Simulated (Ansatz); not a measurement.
# Optical response of BP

Wanted: where BP starts to absorb, how strongly, and its refractive index.

Method: DFT, PBE, plane-wave PAW, default files, scalar-relativistic, independent-particle optical response without local fields, in Ansatz 0.2.0.

## 1. Starting point

Symmetry: F-43m, No. 216, cubic system. Conventional cell: a = 4.538 Å, b = 4.538 Å, c = 4.538 Å, α = 90.00°, β = 90.00°, γ = 90.00°. Nearest to P lie 4 B at 1.97 Å. Nearest to B lie 4 P at 1.97 Å. Farther neighbours are not listed.

Coordinates:

```cif
data_structure
_symmetry_space_group_name_H-M 'F-43m'
_symmetry_Int_Tables_number 216
_cell_length_a 4.5380
_cell_length_b 4.5380
_cell_length_c 4.5380
_cell_angle_alpha 90.000
_cell_angle_beta 90.000
_cell_angle_gamma 90.000
_cell_volume 93.45
loop_
_atom_site_label
_atom_site_type_symbol
_atom_site_symmetry_multiplicity
_atom_site_Wyckoff_symbol
_atom_site_fract_x
_atom_site_fract_y
_atom_site_fract_z
_atom_site_occupancy
P1 P 4 c 0.25000 0.25000 0.25000 1
B1 B 4 a 0.00000 0.00000 0.00000 1
```

## 2. Ground state and bands

The self-consistent density comes first; it also tells whether there is a gap, which decides the occupations and the need for a Drude term.

This step: DFT, PBE, plane-wave PAW, default files, scalar-relativistic, ground state (Ansatz 0.2.0).

The input, input.yaml:

```yaml
crystal:
  lattice:
    - [0.0, 2.269, 2.269]
    - [2.269, 0.0, 2.269]
    - [2.269, 2.269, 0.0]
  atoms:
    - { symbol: P, position: [0.75, 0.75, 0.75] }
    - { symbol: B, position: [0.0, 0.0, 0.0] }
kpoints:
  mp_grid: { grid: [8, 8, 8] }
  band_path:
    path:
      - [[0.0, 0.0, 0.0], [0.5, 0.0, 0.5], [0.5, 0.25, 0.75], [0.375, 0.375, 0.75], [0.0, 0.0, 0.0], [0.5, 0.5, 0.5], [0.625, 0.25, 0.625], [0.5, 0.25, 0.75], [0.5, 0.5, 0.5], [0.375, 0.375, 0.75]]
      - [[0.625, 0.25, 0.625], [0.5, 0.0, 0.5]]
    npoints: 6
scf:
  occupations: { method: fermi_dirac, width: 0.05 }
  n_extra_bands: 6
hamiltonian:
  xc: pbe
  pseudopotentials: { kind: paw }
output:
  forces: true
  stress: true
  populations: true
  write_bands: true
  write_density: true
  write_potential: true
  elf: true
  volumetric_format: npy
```

The run is started by

```console
$ ansatz run input.yaml --threads 4 --pin off --max-ram 8192MiB --backend cpu --events-out ev --progress --plain --runs-dir out
```

Numbers of over 12 decimals in the logs are rounded to 6 here.

Output:

```text
scf.n_extra_bands = 6 over 4 filled bands (N_el = 8.0): the run solves 10 bands
Engine: ansatz 0.2.0, x86_64-unknown-linux-gnu
Pseudopotentials: kind: paw
Pseudopotential: P, paw, valence charge 5, recommended cutoff 420 eV (normal), P.paw.azcp
Pseudopotential: B, paw, valence charge 3, recommended cutoff 420 eV (normal), B.paw.azcp
Functional definition: PBE
  parameter kappa = 0.804
  parameter beta = 0.066725
  exchange = pbe_x(kappa = kappa, mu = beta*pi^2/3)
  correlation = pbe_c(beta = beta)
Crystal: 2 atoms, lattice volume = 23.363 Å³
Basis set: ecut = 420 eV, 459 PW (Γ), exchange–correlation on 48×48×48 points (8 copies of the dense FFT grid, shifted against one another)
Bands: 10, of which v1, the nominal top of the filled ones, is band 4 counted from 1 (3 counted from 0)
Symmetry: 24 space group operations
Space group: F-43m (ITA 216), of the structure as read, at distance tolerance 2.9e-5 Å
k-points: 29 of 512 (time reversal used)
Non-local potential: P, projectors of the file, l = 0: 2, l = 1: 2, l = 2: 2
Non-local potential: B, projectors of the file, l = 0: 2, l = 1: 2, l = 2: 1
PAW form: soft (Blöchl's): semilocal exchange-correlation on the pseudo side does not see the compensation charge
PAW one-centre angular grid: P, 110 points (default); XC on 64 Gauss nodes
PAW one-centre angular grid: B, 110 points (default); XC on 64 Gauss nodes
Initial density: superposition of atomic densities (neutral atoms: chi_scale 0, normalization atom), corrected by the library's trained network
Initial wavefunctions: pseudopotential atomic-orbital guess
Functional: x = pbe(κ = 0.804, μ = 0.219515), c = pbe(β = 0.066725)
SCF iter   1: F=—  HF=-912.444489 eV  |F-HF|=—  |Δ(HF+E_count)|=         —  Δρ=1.49e-3  dr2=4.47e-4  ethr=1.77e-3  ⟨swp⟩=6.2  Hψ=2430  notcnv=0  defer=3
preconditioner: auto → none  [insulator: Δε(μ)=1.269 eV  Ē_g=14.974 eV  σ=0.050 eV  W_gap=1.00  n_scr=0 (ndim 8)  ℏωp=21.7 eV  f_vac=0.000  D(μ)=0.00/eV (n_scr^D=0)  ε∞_Penn≈3.1]
SCF iter   2: F=—  HF=-912.444585 eV  |F-HF|=—  |Δ(HF+E_count)|=   9.62e-5  Δρ=8.29e-4  dr2=1.52e-4  ethr=5.58e-6  ⟨swp⟩=2.2  Hψ=648  notcnv=0  defer=13
SCF iter   3: F=—  HF=-912.444557 eV  |F-HF|=—  |Δ(HF+E_count)|=   2.74e-5  Δρ=3.99e-4  dr2=1.64e-5  ethr=1.90e-6  ⟨swp⟩=2.0  Hψ=336  notcnv=0  defer=13
SCF iter   4: F=—  HF=-912.444580 eV  |F-HF|=—  |Δ(HF+E_count)|=   2.21e-5  Δρ=1.30e-4  dr2=5.05e-6  ethr=2.04e-7  ⟨swp⟩=2.0  Hψ=361  notcnv=0  defer=13
SCF iter   5: F=—  HF=-912.444578 eV  |F-HF|=—  |Δ(HF+E_count)|=   1.34e-6  Δρ=3.73e-5  dr2=4.12e-7  ethr=6.31e-8  ⟨swp⟩=2.0  Hψ=330  notcnv=0  defer=13
SCF iter   6: F=-912.444578 eV  HF=-912.444578 eV  |F-HF|=2.40e-8  |Δ(HF+E_count)|=   1.09e-7  Δρ=1.06e-5  dr2=3.32e-8  ethr=1.25e-9  ⟨swp⟩=11.7  Hψ=1923  notcnv=0
SCF 1 converged in 6 iterations: F = -912.444578 eV  dr2 = 3.32e-8
  greatest PAW one-centre occupation: 0.774 electrons in one spin orbital (limit 2), on the P atom at site 0 (counted from 0), in its partial waves of l = 0
NSCF: frozen V_eff on 62 k-points
SCF converged after 6 iterations
Free energy (F): -912.444578 eV
Harris-Foulkes:  -912.444578 eV  (|F-HF|=2.40e-8)
Internal energy: -912.444578 eV  (E = F + TS)
E sigma→0 (E₀):  -912.444578 eV
Entropy (-TS):   -0.000000 eV (-0.000 meV/atom)
Fermi energy:    9.881118 eV
--- Per-component energies (eV) ---
  E_band       = 22.188558
  E_kinetic    = 121.710783
  E_local      = -67.919636  (includes V_loc(G=0)·N_el)
  E_nonlocal   = 45.022465
  E_hartree    = 17.058193
  E_xc         = -94.861407
  E_vxc        = -100.534076  (∫ρ·V_xc dr)
  E_paw        = -647.963457  (= ΣΔE_a)
  E_vpaw       = -10.207585  (= ΣTr[D̂ρ^β])
  E_aug_tail   = 0.000001  (compensation charges beyond the density's cutoff)
  E_ewald      = -285.491518
  E_smearing   = -0.000000  (= −TS)
  E_closure    = -0.000000  (closes the sum)
  Σ components = -912.444578   (vs F -912.444578, Δ=0.00e0)
--- Forces (eV/Å), atoms counted from 1 ---
  atom   1  P      0.00000000     0.00000000    -0.00000000
  atom   2  B     -0.00000000     0.00000000     0.00000000
  max |Σ_I F_I| component: 2.78e-16 eV/Å
--- Stress (GPa, compression-positive) ---
        1.147348      -0.000000      -0.000000
        0.000000       1.147348       0.000000
        0.000000       0.000000       1.147348
  P = ⅓ Tr σ = 1.1473 GPa (11.473 kbar)
--- Band table (eV; the first three rows and the last of 29) ---
  k-point 0: bands = ["-6.1919", "9.2652", "9.2652", "9.2652", "12.6688", "12.6688", "12.6688", "16.6368", "20.7767", "21.2797"]
  k-point 1: bands = ["-5.9110", "7.4129", "8.8379", "8.8379", "13.1988", "13.2587", "13.2587", "17.4245", "20.4037", "20.4037"]
  k-point 2: bands = ["-5.0870", "4.4218", "8.1494", "8.1494", "13.2631", "14.0257", "14.0257", "18.8717", "20.1566", "20.1566"]
  k-point 28: bands = ["-1.0642", "1.2080", "3.5939", "3.7982", "14.5902", "16.0233", "16.5012", "16.7072", "22.0282", "25.3559"]
--- Löwdin populations: 2 sites ---
  site symbol       q [e]
     0      P      4.2507
     1      B      3.6871
  spilling = 0.007783 (of n_electrons = 8.000000)
```

Wall time 1.3 s (4 threads of Intel Xeon 6975P-C (Granite Rapids), shared host); peak memory 0.35 GiB.

Numbers from this step:

```
free energy                  : -912.4446 eV
Fermi energy                 : 9.881 eV
gap by band count            : 1.273 eV
electrons                    : 8
symmetry operations          : 24
pressure                     : 1.147 GPa
volume                       : 23.36 Å³
gap on the path              : 1.239 eV
least direct gap on the path : 3.404 eV
```

There is a gap, 1.24 eV on the path, so no carriers' term is needed. The cell is left with a pressure of 1.1 GPa, as it stands unrelaxed at this level.

The electronic bands at the labelled points (eV, zero at the Fermi level; v1 is the highest filled band, c1 the lowest empty one):

```csv
point,v4,v3,v2,v1,c1,c2,c3,c4
Γ,-16.07,-0.62,-0.62,-0.62,2.79,2.79,2.79,6.76
halfway,-14.59,-4.31,-3.35,-3.35,1.20,4.33,7.09,7.09
X,-11.22,-9.20,-4.73,-4.73,0.72,1.04,11.46,11.46
halfway,-11.09,-8.98,-5.54,-5.47,2.27,2.75,9.59,10.38
W,-10.95,-8.67,-6.29,-6.08,4.71,6.14,6.62,6.83
halfway,-11.11,-8.72,-6.67,-5.03,2.91,5.49,7.89,8.63
K,-11.22,-8.78,-6.84,-4.12,1.53,5.38,9.09,9.98
halfway,-14.43,-5.52,-4.49,-1.70,3.94,4.47,5.51,7.68
Γ,-16.07,-0.62,-0.62,-0.62,2.79,2.79,2.79,6.76
halfway,-14.97,-5.46,-1.73,-1.73,3.38,4.14,4.14,8.99
L,-12.75,-9.65,-2.37,-2.37,3.16,4.09,4.09,9.51
halfway,-12.25,-9.20,-4.81,-3.17,2.67,5.95,6.12,9.09
U,-11.22,-8.78,-6.84,-4.12,1.53,5.38,9.09,9.98
halfway,-11.11,-8.72,-6.67,-5.03,2.91,5.49,7.89,8.63
W,-10.95,-8.67,-6.29,-6.08,4.71,6.14,6.62,6.83
halfway,-12.09,-9.06,-5.14,-3.73,3.57,4.58,7.67,9.15
L,-12.75,-9.65,-2.37,-2.37,3.16,4.09,4.09,9.51
halfway,-12.25,-9.20,-4.81,-3.17,2.67,5.95,6.12,9.09
K,-11.22,-8.78,-6.84,-4.12,1.53,5.38,9.09,9.98
jump to U,-11.22,-8.78,-6.84,-4.12,1.53,5.38,9.09,9.98
halfway,-11.16,-9.08,-5.67,-4.57,1.02,2.38,10.71,11.01
X,-11.22,-9.20,-4.73,-4.73,0.72,1.04,11.46,11.46
```

The electronic bands as a text plot (rows in eV, shown from -8.6 to 6.6 only):

```
    6.3 |  ++                               + +   +        +
    5.7 |             ++++ ++++             +  +++ +  +    + +
    5.0 |  ++        +                     +        +     +
    4.4 |    +       ++      +++      +++++       ++ +++++    +
    3.8 | +         +        +++++  ++           +  ++++
    3.1 |           +  +   ++   ++ +++++++++           ++++
    2.5 |++   ++          +       +         ++  +          ++  +
    1.9 |  ++   +  +    +                     +
    1.2 |    +   +++     +                     +             ++++
    0.6 |     ++++                                              +
    0.0 |
   -0.7 |*                      ****
   -1.3 | *                    *** ***
   -1.9 |                    ** **    **
   -2.6 |  **              **           ****           ****
   -3.2 |    *            *    *    **      *         *    *
   -3.9 |     **         *     *           * ***     **   * **
   -4.5 |    *  **      *    **                 *   *         ***
   -5.1 |         **   *                    *        *     *    *
   -5.8 |           ***    ****       *      *   * *        *  *
   -6.4 |     **     ***                      *  ****         *
   -7.0 |               *****          *       **            *
   -7.7 |
   -8.3 |       *         *                        *
         Γ       X    W  K        Γ      L     U  W     L   K|U X
```

ELF in the ac plane of a cell with a along [110], b along [-110] and c along [001] of the cube at fractional y = 0.000, with atoms of P and B within 0.2 Å of it. It is the smooth field of the valence electrons, not physical close to the nuclei.

Ten even steps from '_' (0.02) to '@' (0.93), each cell a mean:
```
..--++==::--====....--++==::--====..
++==--..____::==++++==--..____::==++
++==..______..--++++==..______..--++
::..__________..::::..__________..::
________..________________..________
____..--==--::________..--==--::____
__..--**##**++::____..--**##**++::__
..--++==----++==::..--++==----++==::
==**##::____++##++==**##::____++##++
**%%@@**__--%%@@##**%%@@**__--%%@@##
==%%@@@@**##@@@@**==%%@@@@**##@@@@**
__==%%%%**##%%##..__==%%%%**##%%##..
```

Electrostatic potential energy in the ac plane of a cell with a along [110], b along [-110] and c along [001] of the cube at fractional y = 0.000, with atoms of P and B within 0.2 Å of it. With pseudopotentials it is smooth inside the atoms' cores, unlike the true potential.

Values in eV, 7 rows by 16 columns, each cell a mean:
```
-32  -9   8  11  11  10   1 -24 -32  -9   8  11  11  10   1 -24
  8  10  11  12  12  12  11   9   8  10  11  12  12  12  11   9
 11  12  12  12  12  12  12  11  11  12  12  12  12  12  12  11
 11  11   8   4   3   6  10  11  11  11   8   4   3   6  10  11
 11   7 -12 -42 -47 -26   1  10  11   7 -12 -42 -47 -26   1  10
  3   3 -18 -51 -56 -34  -1   4   3   3 -18 -51 -56 -34  -1   4
-44 -17   2  -4  -6   1  -5 -35 -44 -17   2  -4  -6   1  -5 -35
```

(Part 1 of 2 ends here.)

[Logs are printed without paths, hosts, clocks, repeated set-up lines and the standing remarks that a program may print on its own settings, such as how far it seeks lower states.]

[Hosts, paths, dates, database ids (printed as entryN), source tags and the programs' standing remarks are cut or masked in the printed files.]
